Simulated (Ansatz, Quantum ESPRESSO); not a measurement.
# 1T-HfS2, 2 layers, AA stacking: the upper vacuum level over the valence top of the mesh at a withheld member of a series

Method. Quantum ESPRESSO 7.5, PBE-D3(BJ), GBRV ultrasoft. Cell and atoms are first relaxed with a D3(BJ) correction; each strained cell is then held and the atoms relax in it. A periodic run with 15 Å of vacuum in the starting cell gives the vacuum levels, and bands follow along a path. The series steps biaxial strain.

| biaxial strain | upper vacuum level over the valence top of the mesh (eV) |
| --- | --- |
| -4 % | 5.994 |
| -3 % | 6.098 |
| -2 % | 6.195 |
| 0 % | 6.365 |
| 1 % | 6.440 |
| 2 % | 6.507 |
| 3 % | 6.534 |
| 4 % | 6.501 |

One more run was made and is withheld. What is the upper vacuum level over the valence top of the mesh at −1 %?

**Worked estimate.** The rows at -2 % and 0 % give a slope of (6.365 − (6.195))/(0 − (−2)) = 0.085, so a straight line gives 6.280 eV. A parabola through these and the row at -3 % gives 6.284 eV.

**Check.** 6.285 eV. The line misses by −0.005 and the parabola by −0.001 eV. The parabola does better.

Caveats: Semilocal gaps are too small; the 1×1 cell can't ripple over many cells under compression as a free sheet would. No spin-orbit coupling.
